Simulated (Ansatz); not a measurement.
# How K(100) screens a field, part 2 of 2

Wanted: the response of a K(100) slab to a perpendicular field.

Ansatz 0.2.0; plane-wave DFT, PBE, Ansatz PAW.

So far. Step 6 (Atoms held, field -0.1 V/Å): The dipole is -0.316 e·Å. Step 7 (Single point, field 0.15 V/Å): The dipole is 0.474 e·Å.

## (8) The response

This step: plane-wave DFT, PBE, Ansatz PAW; screening of a field by a metal slab (Ansatz 0.2.0).

The dipoles give the slope, and the difference of two potentials shows where the field is screened.

This step gave:

* equivalent conductor thickness p/(ε₀AE): 20.88 Å
* distance between the outer atoms: 15.69 Å
* inner field over outer field: 0.004869
* image plane, upper face: 2.657 Å
* induced electrons on the upper face over ε₀E: -0.9851
* image plane, lower face: 2.657 Å
* induced electrons on the lower face over ε₀E: 0.9851

Dipole of the cell against applied field:

```csv
applied field (V/Å),dipole of the cell (e·Å)
-0.100,-0.316
-0.030,-0.0946
0.000,0
0.030,0.0946
0.100,0.316
0.150,0.474
```

Local field over the applied field, running mean. From the potentials at -0.03 and 0.03 V/Å; running mean over 2.615 Å. Local field over applied field against z:

z (Å), local field over applied field and a bar from the least value:
```
      4.5      0.939 ##############################
      5.0      0.892 #############################
      5.5      0.818 ##########################
      6.0      0.708 #######################
      6.5      0.563 ###################
      7.0      0.395 ##############
      7.5      0.227 #########
      8.0      0.080 #####
      8.5     -0.024 ##
      9.0     -0.078 
      9.5     -0.084 
     10.0     -0.061 #
     10.5     -0.027 ##
     11.0      0.003 ###
     11.5      0.021 ###
     12.0      0.023 ###
     12.5      0.015 ###
     13.0      0.003 ###
     13.5     -0.007 ##
     14.0     -0.011 ##
     14.5     -0.010 ##
     15.0     -0.005 ##
     15.5      0.000 ##
     16.0      0.004 ###
     16.5      0.007 ###
     17.0      0.007 ###
     17.5      0.005 ###
     18.0      0.002 ###
     18.5     -0.003 ##
     19.0     -0.009 ##
     19.5     -0.011 ##
     20.0     -0.009 ##
     20.5     -0.001 ##
     21.0      0.010 ###
     21.5      0.021 ###
     22.0      0.024 ###
     22.5      0.012 ###
     23.0     -0.014 ##
     23.5     -0.048 #
     24.0     -0.078 
     24.5     -0.085 
     25.0     -0.051 #
     25.5      0.035 ####
     26.0      0.167 #######
     26.5      0.330 ############
     27.0      0.501 #################
     27.5      0.657 ######################
     28.0      0.780 #########################
     28.5      0.868 ############################
     29.0      0.924 ##############################
```

Electrons, planar mean, per unit field. Table of induced electron density by z:

z (Å), induced electron density (e/Å³ per V/Å) and a bar from the least value:
```
      4.5    0.00029 #################
      5.0    0.00050 ##################
      5.5    0.00085 ####################
      6.0    0.00137 ########################
      6.5    0.00198 ###########################
      7.0    0.00240 ##############################
      7.5    0.00236 ##############################
      8.0    0.00169 ##########################
      8.5    0.00071 ####################
      9.0    0.00009 ################
      9.5   -0.00040 #############
     10.0   -0.00066 ###########
     10.5   -0.00063 ###########
     11.0   -0.00029 #############
     11.5   -0.00002 ###############
     12.0    0.00017 ################
     12.5    0.00025 #################
     13.0    0.00022 ################
     13.5    0.00007 ################
     14.0   -0.00004 ###############
     14.5   -0.00008 ###############
     15.0   -0.00009 ###############
     15.5   -0.00008 ###############
     16.0   -0.00003 ###############
     16.5    0.00000 ###############
     17.0    0.00000 ###############
     17.5    0.00001 ###############
     18.0    0.00006 ################
     18.5    0.00009 ################
     19.0    0.00009 ################
     19.5    0.00006 ################
     20.0   -0.00002 ###############
     20.5   -0.00017 ##############
     21.0   -0.00026 ##############
     21.5   -0.00021 ##############
     22.0   -0.00007 ###############
     22.5    0.00018 ################
     23.0    0.00052 ##################
     23.5    0.00070 ###################
     24.0    0.00051 ##################
     24.5    0.00013 ################
     25.0   -0.00044 ############
     25.5   -0.00129 #######
     26.0   -0.00218 ##
     26.5   -0.00245 
     27.0   -0.00218 ##
     27.5   -0.00160 #####
     28.0   -0.00103 #########
     28.5   -0.00062 ###########
     29.0   -0.00036 #############
```

By hand: between -0.03 and 0.03 V/Å the dipole changes by 0.1893 e·Å, a slope of 3.154 e·Å²/V. A perfect conductor of thickness t has p = ε₀AEt, so t = 180.95 × 3.154 / 27.353 = 20.87 Å (e/ε₀ = 180.95 V·Å, A in Å²). Less the 15.69 Å between the outer atoms, and halved, that puts each image plane 2.59 Å out.

The induced dipole is that of a conductor 20.88 Å thick.

## (9) The same run with other settings: efield.amplitude = 0.2

This step: plane-wave DFT, PBE, Ansatz PAW (Ansatz 0.2.0).

A run with a changed input: it repeats the earlier run at 0.03 V/Å with efield.amplitude from 0.03 to 0.2.

Input file input.yaml:

```yaml
crystal:
  lattice:
    - [5.23, 0.0, 0.0]
    - [0.0, 5.23, 0.0]
    - [0.0, 0.0, 33.69]
  atoms:
    - { symbol: K, position: [0.0, 0.0, 0.267141585] }
    - { symbol: K, position: [0.5, 0.5, 0.3447610567] }
    - { symbol: K, position: [0.0, 0.0, 0.4223805283] }
    - { symbol: K, position: [0.5, 0.5, 0.5] }
    - { symbol: K, position: [0.0, 0.0, 0.5776194717] }
    - { symbol: K, position: [0.5, 0.5, 0.6552389433] }
    - { symbol: K, position: [0.0, 0.0, 0.732858415] }
kpoints:
  mp_grid: { grid: [10, 10, 1] }
hamiltonian:
  xc: pbe
scf:
  occupations: { method: fermi_dirac, width: 0.1 }
  convergence: { dr2_threshold: 1.0e-10 }
efield:
  axis: 3
  dipole_correction: true
  ramp_position: 0.97
  ramp_width: 0.06
  amplitude: 0.2
output:
  forces: true
  write_potential: true
  write_density: true
  volumetric_format: npy
```

On the command line:

```console
> ansatz run input.yaml --threads 2 --pin off --max-ram 3072MiB --backend cpu --events-out ev --progress --plain --runs-dir out
```

Numbers of over 12 decimals in the logs are rounded to 6 here.

The program printed:

```text
[...]
Crystal: 7 atoms, lattice volume = 921.519 Å³
Basis set: ecut = 420 eV, 18073 PW (Γ), exchange–correlation on 72×72×480 points (8 copies of the dense FFT grid, shifted against one another)
Bands: 39, of which v1, the nominal top of the filled ones, is band 32 counted from 1 (31 counted from 0)
Symmetry: 8 space group operations
k-points: 21 of 100
[...]
SCF iter   1: F=—  HF=-10764.453138 eV  |F-HF|=—  |Δ(HF+E_count)|=         —  Δρ=2.95e-3  dr2=2.32e0  ethr=3.10e-3  p=0.547 e·Å  D=1.07e-1 V/Å  ΔV_dip=-3.62 eV  dr2_dipole=4.59e-2  V_vac-E_F(+/−)=4.40/1.84 eV  ⟨swp⟩=13.7  Hψ=4594  notcnv=0
[...]
SCF iter  12: F=-10764.242633 eV  HF=-10764.242633 eV  |F-HF|=1.66e-10  |Δ(HF+E_count)|=  5.28e-11  Δρ=6.07e-8  dr2=4.65e-11  ethr=1.00e-12  p=0.633 e·Å  D=1.24e-1 V/Å  ΔV_dip=-4.18 eV  dr2_dipole=1.28e-13  V_vac-E_F(+/−)=3.22/1.22 eV  ⟨swp⟩=15.4  Hψ=4838  notcnv=0
SCF 1 converged in 12 iterations: F = -10764.242633 eV  dr2 = 4.65e-11
[...]
SCF converged after 12 iterations
Free energy (F): -10764.242633 eV
[...]
Internal energy: -10764.048677 eV  (E = F + TS)
E sigma→0 (E₀):  -10764.145655 eV
Entropy (-TS):   -0.193956 eV (-27.708 meV/atom)
Fermi energy:    0.021182 eV
Dipole field:    D = 0.124216 V/Å  (p = 0.632588 e·Å, saw-weighted, corrected)
Work function:   not extracted (applied field tilts the vacuum); planar V_es + V_field profile in the machine report
[...]
--- Forces (eV/Å), atoms counted from 1 ---
  atom   1  K     -0.00000000     0.00000000    -0.03141643
  atom   2  K      0.00000000     0.00000000     0.01161050
  atom   3  K      0.00000000     0.00000000    -0.00510064
  atom   4  K      0.00000000     0.00000000     0.00043885
  atom   5  K      0.00000000     0.00000000     0.00459614
  atom   6  K     -0.00000000     0.00000000    -0.01399155
  atom   7  K      0.00000000     0.00000000     0.03390663
  max |Σ_I F_I| component: 4.35e-5 eV/Å
--- Band table (eV; the first three rows and the last of 21) ---
  k-point 0: bands = [... 28 lower, -2.0890, -1.8120, -1.3623, -0.7749, -0.1252, 0.5070, 1.0737, 1.4609, ... 3 higher]
  k-point 1: bands = [... 28 lower, -2.0257, -1.7501, -1.3026, -0.7180, -0.0715, 0.5569, 1.1194, 1.4920, ... 3 higher]
  k-point 2: bands = [... 28 lower, -1.8380, -1.5665, -1.1256, -0.5496, 0.0872, 0.7045, 1.1461, 1.2946, ... 3 higher]
  k-point 20: bands = [... 28 lower, 0.5395, 0.5712, 0.7630, 0.7630, 0.7918, 0.8845, 0.9143, 0.9143, ... 3 higher]
```

Run time: 1.8 min. Hardware: 2 threads of Arm Neoverse N1, shared host; peak memory 1.1 GiB.

Numbers from this step:

```yaml
energy_at_zero_smearing: -10764.1457 eV
dipole_along_the_normal: 0.6326 e·Å
```

```csv
quantity,this run,earlier run,difference
dipole along the normal (e·Å),0.6326,0.09463,0.54
```

The applied field differs, and the slope found earlier predicts a dipole of 0.631 e·Å; this run gives 0.633 e·Å, in line with it.

## (10) Varying the input: efield.amplitude = 0.02

Another changed input: it repeats the earlier run at 0.03 V/Å with efield.amplitude from 0.03 to 0.02.

input.yaml, as its differences from that of step 9:

```diff
@@ -25,3 +25,3 @@
   ramp_width: 0.06
-  amplitude: 0.2
+  amplitude: 0.02
 output:
```

The program printed:

```text
[...]
Crystal: 7 atoms, lattice volume = 921.519 Å³
Basis set: ecut = 420 eV, 18073 PW (Γ), exchange–correlation on 72×72×480 points (8 copies of the dense FFT grid, shifted against one another)
Bands: 39, of which v1, the nominal top of the filled ones, is band 32 counted from 1 (31 counted from 0)
Symmetry: 8 space group operations
k-points: 21 of 100
[...]
SCF iter   1: F=—  HF=-10764.393715 eV  |F-HF|=—  |Δ(HF+E_count)|=         —  Δρ=2.96e-3  dr2=2.37e0  ethr=3.10e-3  p=0.055 e·Å  D=1.07e-2 V/Å  ΔV_dip=-0.36 eV  dr2_dipole=4.35e-4  V_vac-E_F(+/−)=3.31/3.06 eV  ⟨swp⟩=13.9  Hψ=4456  notcnv=0
[...]
SCF iter  11: F=-10764.180093 eV  HF=-10764.180093 eV  |F-HF|=1.58e-10  |Δ(HF+E_count)|=  1.62e-10  Δρ=9.08e-8  dr2=8.88e-11  ethr=1.00e-12  p=0.063 e·Å  D=1.24e-2 V/Å  ΔV_dip=-0.42 eV  dr2_dipole=2.53e-13  V_vac-E_F(+/−)=2.35/2.15 eV  ⟨swp⟩=15.9  Hψ=5446  notcnv=0
SCF 1 converged in 11 iterations: F = -10764.180093 eV  dr2 = 8.88e-11
[...]
SCF converged after 11 iterations
Free energy (F): -10764.180093 eV
[...]
Internal energy: -10763.986309 eV  (E = F + TS)
E sigma→0 (E₀):  -10764.083201 eV
Entropy (-TS):   -0.193784 eV (-27.683 meV/atom)
Fermi energy:    0.037430 eV
Dipole field:    D = 0.012388 V/Å  (p = 0.063087 e·Å, saw-weighted, corrected)
Work function:   not extracted (applied field tilts the vacuum); planar V_es + V_field profile in the machine report
[...]
--- Forces (eV/Å), atoms counted from 1 ---
  atom   1  K      0.00000000     0.00000000    -0.02901933
  atom   2  K      0.00000000     0.00000000     0.01203681
  atom   3  K      0.00000000     0.00000000    -0.00471901
  atom   4  K     -0.00000000     0.00000000     0.00004459
  atom   5  K      0.00000000     0.00000000     0.00466807
  atom   6  K     -0.00000000     0.00000000    -0.01228026
  atom   7  K     -0.00000000     0.00000000     0.02927114
  max |Σ_I F_I| component: 2.00e-6 eV/Å
--- Band table (eV; the first three rows and the last of 21) ---
  k-point 0: bands = [... 28 lower, -2.0729, -1.7962, -1.3469, -0.7594, -0.1067, 0.5348, 1.1354, 1.6768, ... 3 higher]
  k-point 1: bands = [... 28 lower, -2.0096, -1.7344, -1.2872, -0.7025, -0.0530, 0.5846, 1.1781, 1.6265, ... 3 higher]
  k-point 2: bands = [... 28 lower, -1.8220, -1.5507, -1.1103, -0.5341, 0.1057, 0.7315, 1.1641, 1.3619, ... 3 higher]
  k-point 20: bands = [... 28 lower, 0.5556, 0.5873, 0.7792, 0.7792, 0.8077, 0.9001, 0.9304, 0.9304, ... 3 higher]
```

Wall time 99 s (2 threads); peak memory 1.1 GiB; 3.3 min of CPU time.

Numbers from this step:

```yaml
energy_at_zero_smearing: -10764.0832 eV
dipole_along_the_normal: 0.06309 e·Å
```

```csv
quantity,this run,earlier run,difference
dipole along the normal (e·Å),0.06309,0.09463,-0.032
```

The applied field differs, and the slope found earlier predicts a dipole of 0.0631 e·Å; this run gives 0.0631 e·Å, in line with it.

## (11) Summary of results

| Quantity | Value |
| --- | --- |
| work function | 2.25 eV |
| image plane, upper face | 2.66 Å |
| induced electrons on the upper face over ε₀E | -0.985 |
| equivalent conductor thickness p/(ε₀AE) | 20.9 Å |
| inner field over outer field | 0.00487 |

What this shows: The induced charge has its centre 2.66 Å outside the outermost atoms; this is the plane from which a capacitor's gap or an image potential counts. The equivalent conductor thickness exceeds the distance between the outer atoms by 5.19 Å, about the sum of the two image-plane distances. In the middle of the slab the field is screened to under 0.5 % of its outer value. The atoms are held at bulk positions with the tabulated experimental lattice constant.

[Logs are printed without paths, hosts, clocks, repeated set-up lines and the standing remarks that a program may print on its own settings, such as how far it seeks lower states.]

[Hosts, paths, dates, database ids (printed as entryN), source tags and the programs' standing remarks are cut or masked in the printed files.]

[Maps of the electrostatic potential energy from Ansatz leave out the sawtooth potential of an applied field or a dipole correction, so their vacuum need not be flat; planar profiles and work functions include it.]
